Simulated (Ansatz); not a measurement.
# NbBAu in the AlB2 type: lattice stability ahead of a resistivity run, part 3 of 3

The plan: relax NbBAu in the AlB2 type, check its phonons, and, if the lattice is stable, compute its Eliashberg function and ρ(T).

Ansatz 0.2.0; DFT PBEsol, scalar-relativistic, plane waves, PAW; PAW set soft_1.

So far, highest frequency, solved or plainly interpolated (cm⁻¹): step 5 (phonons: q 2×2×2, k 6×6×4) 579; step 6 (k-mesh 6×6×6, q mesh 3×3×2) 581. Also lowest on path (cm⁻¹): step 5 -117; step 6 -184. The relaxed cell has a = 3.746, c = 3.440 Å (conventional setting).

The structure was built from a prototype and need not be the compound's stable phase.

### 7. Electron–phonon run: q 3×3×2, k 6×6×6, scattering 12×12×12

Phonons, couplings and the Boltzmann equation in one run.

input.yaml reads:

```yaml
crystal:
  lattice:
    - [3.7457727697, 0.0, 0.0]
    - [-1.8728863849, 3.2439343754, 0.0]
    - [0.0, 0.0, 3.4399858198]
  atoms:
    - { symbol: Nb, position: [0.0, 0.0, 0.0] }
    - { symbol: B, position: [0.3333333333, 0.6666666667, 0.5] }
    - { symbol: Au, position: [0.6666666667, 0.3333333333, 0.5] }
kpoints:
  mp_grid: { grid: [6, 6, 6] }
hamiltonian:
  xc: pbesol
  pseudopotentials: { kind: paw, azcp: { folder: soft_1 }, xc_functional: pbe }
scf:
  occupations: { method: methfessel_paxton, width: 0.2 }
output:
  eigenvalues: true
phonons:
  method: dfpt
  qmesh: [3, 3, 2]
  temperatures: { t_max: 1000, t_step: 50 }
  qpath:
    path:
      - [[0.0, 0.0, 0.0], [0.5, 0.0, 0.0], [0.33333333, 0.33333333, 0.0], [0.0, 0.0, 0.0], [0.0, 0.0, 0.5], [0.5, 0.0, 0.5], [0.33333333, 0.33333333, 0.5], [0.0, 0.0, 0.5]]
      - [[0.5, 0.0, 0.5], [0.5, 0.0, 0.0]]
      - [[0.33333333, 0.33333333, 0.5], [0.33333333, 0.33333333, 0.0]]
    npoints: 10
  electrical_resistivity:
    mesh: [12, 12, 12]
    temperatures: [20.0, 50.0, 77.0, 100.0, 150.0, 200.0, 300.0, 400.0, 600.0, 800.0]
```

Launch:

```sh
> ansatz run input.yaml --threads 4 --pin off --max-ram 12288MiB --backend cpu --events-out ev --progress --plain --runs-dir out
```

The program printed:

```text
[the first part of the log is left out]
  E_vxc        = -500.613508  (∫ρ·V_xc dr)
  E_paw        = -12687.962793  (= ΣΔE_a)
  E_vpaw       = -513.500797  (= ΣTr[D̂ρ^β])
  E_aug_tail   = 0.001555  (compensation charges beyond the density's cutoff)
  E_ewald      = -4122.521160
  E_core_change = 0.512947  (= ΣΔE_core)
  E_smearing   = 0.003652  (= −TS)
  E_closure    = -0.000000  (closes the sum)
  Σ components = -17656.571523   (vs F -17656.571523, Δ=0.00e0)
--- Band table (eV; the first three rows and the last of 28) ---
  k-point 0: bands = ["-88.9394", "-40.2918", "-40.2918", "-40.0626", "-36.9825", "-13.0148", "-13.0148", "-12.9972", "7.1380", "11.0430", "11.0430", "11.3076", "12.7428", "12.7428", "17.0668", "17.0668", "17.4449", "18.8967", "19.7553", "19.7553", "22.9743", "24.0842"]
  k-point 1: bands = ["-88.9393", "-40.2915", "-40.2915", "-40.0672", "-36.9773", "-13.0479", "-13.0113", "-13.0113", "7.4626", "10.9175", "10.9175", "11.5971", "12.6149", "12.6149", "17.1160", "17.3358", "17.3358", "18.6378", "19.8704", "19.8704", "22.9091", "23.7312"]
  k-point 2: bands = ["-88.9392", "-40.2910", "-40.2910", "-40.0765", "-36.9669", "-13.1479", "-13.0042", "-13.0042", "8.2161", "10.7340", "10.7340", "12.2704", "12.2704", "12.3022", "15.4803", "18.2139", "18.2139", "19.6199", "19.9363", "19.9363", "22.6859", "22.6859"]
  k-point 27: bands = ["-88.9391", "-40.2960", "-40.2954", "-40.0743", "-36.9634", "-13.1615", "-13.0763", "-13.0582", "9.9946", "11.3690", "11.8023", "12.0496", "12.3824", "14.0212", "14.2027", "15.9201", "16.3428", "16.7891", "20.3489", "22.1367", "22.4693", "22.7279"]
--- Phonons (Γ-DFPT): 6 representative perturbations + reference (Σ response iterations 24) ---
  ASR residual: 2.496e-5 → 0.000e0 eV/Å²; symmetrization residual: 6.845e-7 eV/Å²
  ASR residual per site (eV/Å²): 3.76e-6 6.65e-6 2.50e-5
  Γ frequencies (cm⁻¹): -137.67 0.00 0.00 0.00 191.26 201.99 201.99 530.59 530.59
--- Phonons (arbitrary-q DFPT): 6 irreducible q on the 3×3×2 mesh ---
  q = [0.0000, 0.0000, 0.0000] (star 1, of the zone-centre solve; hermiticity 6.63e-8, symmetrization 8.65e-11): -137.67 -0.00 0.00 0.00 191.26 201.99 201.99 530.59 530.59
  q = [0.0000, 0.0000, -0.5000] (star 1, 6 solved perturbations in 240 linear systems a pass and spin channel, the states on 52 of 216 k-point pairs; hermiticity 3.37e-8, symmetrization 2.95e-9): 109.32 109.32 120.33 171.81 171.81 208.88 233.53 529.90 529.90
  q = [0.0000, 0.3333, 0.0000] (star 6, 9 solved perturbations on 84 of 216 k-point pairs; hermiticity 6.58e-8, symmetrization 1.97e-10): -178.22 12.47 89.79 116.51 179.58 193.99 204.86 558.67 559.15
  q = [0.0000, 0.3333, -0.5000] (star 6, 9 solved perturbations on 84 of 216 k-point pairs; hermiticity 1.23e-7, symmetrization 7.04e-10): -119.24 105.49 114.64 145.40 160.11 214.16 231.27 543.11 551.20
  q = [0.3333, 0.3333, 0.0000] (star 2, 6 solved perturbations in 372 linear systems a pass and spin channel, the states on 84 of 216 k-point pairs; hermiticity 5.04e-8, symmetrization 1.94e-9): -182.00 61.71 114.36 119.41 150.25 162.37 225.20 551.58 580.52
  q = [0.3333, 0.3333, -0.5000] (star 2, 6 solved perturbations in 372 linear systems a pass and spin channel, the states on 84 of 216 k-point pairs; hermiticity 8.39e-8, symmetrization 1.12e-9): -36.56 -28.05 74.34 167.55 221.46 222.71 222.88 548.06 576.84
  sum rule: each row above includes the acoustic sum rule's correction from the zone centre's row sums; it moved no ω² by more than (0.41 cm⁻¹)²
  mesh force constants: q→R imaginary residual 0.00e0; ASR residual 2.496e-5 → 0.000e0 eV/Å²; symmetrization residual 1.776e-14 eV/Å²
  interpolated dispersion: 93 rows × 9 modes
  density of states and harmonic sums: on the 21×21×18 q-mesh, interpolated from the force constants of a 3×3×2 supercell (no non-analytic term)
  largest difference from the sums on the solved wave vectors: F 3.72e-2 eV, S 5.89e-5 and C_V 2.31e-5 eV/K
  zero-point energy: 0.123537 eV/cell   skipped modes (ω ≤ 0): 462, of them read as no rigid motion or as one in doubt: 459 (9.699e-1 modes/cell left out, lowest -183.54 cm⁻¹)   left out of the sums: 1.08e-1 of the cell's modes: C_V's classical limit lies that fraction below 3 k_B per atom; for a crystal, a wire or a layer, F and S can be off by more, and a phonons.interpolated_qmesh denser along its periods is the remedy for the sampling
Error: electrical resistivity: the mode of lowest frequency at the wavevector [0.0000, -0.5000, 0.0000] is imaginary, -183.61 cm⁻¹ (written negative): the force constants describe an unstable lattice; relax the structure, enlarge phonons.supercell (under dfpt, kpoints.mp_grid), or, with a block electrical_resistivity or superconductivity, name a file of force constants under which the crystal is stable (phonons.electron_phonon_force_constants)
The harmonic force constants that this run solved are whole in <dir>
```

Elapsed: 63 s, on 4 threads of Arm Neoverse V2, shared host; peak memory 0.62 GiB.

The run ended with an error.

The program's message: “electrical resistivity: the mode of lowest frequency at the wavevector [0.0000, -0.5000, 0.0000] is imaginary, -183.61 cm⁻¹ (written negative): the force constants describe an unstable lattice; relax …”

The run stops because a mode is imaginary on the scattering mesh, where no scattering rate is defined; denser k meshes, other smearings and, between solved wavevectors, finer q meshes show whether the instability is real.

### 8. Results

| Property | Result |
| --- | --- |
| phonon run of the rows without a label of their own | PBEsol, q 3×3×2, k 6×6×6 |
| softest mode on the q mesh | -182 cm⁻¹ at q = (0.333, 0.333, 0) |
| highest frequency, solved or plainly interpolated | 581 cm⁻¹ |

**Reading.** The lattice is dynamically unstable at this level: a mode at q = (0.333, 0.333, 0) is imaginary, 182i cm⁻¹, so no harmonic coupling constant or resistivity is defined for this structure. These meshes are coarse, and single modes of a metal can move by tens of cm⁻¹ with the k mesh. The coarser mesh found an imaginary mode at another wavevector, which this mesh lacks. Spin–orbit coupling, left out here, matters for Au. The phonon runs are not spin-polarised. The PAW files were made for PBE; under other functionals the run regenerates their frozen core. The structure was built by hand as an ordered model, and its stability against other phases was not tested.

[Logs are printed without paths, hosts, clocks, repeated set-up lines and the standing remarks that a program may print on its own settings, such as how far it seeks lower states.]

[Hosts, paths, dates, database ids (printed as entryN), source tags and the programs' standing remarks are cut or masked in the printed files.]
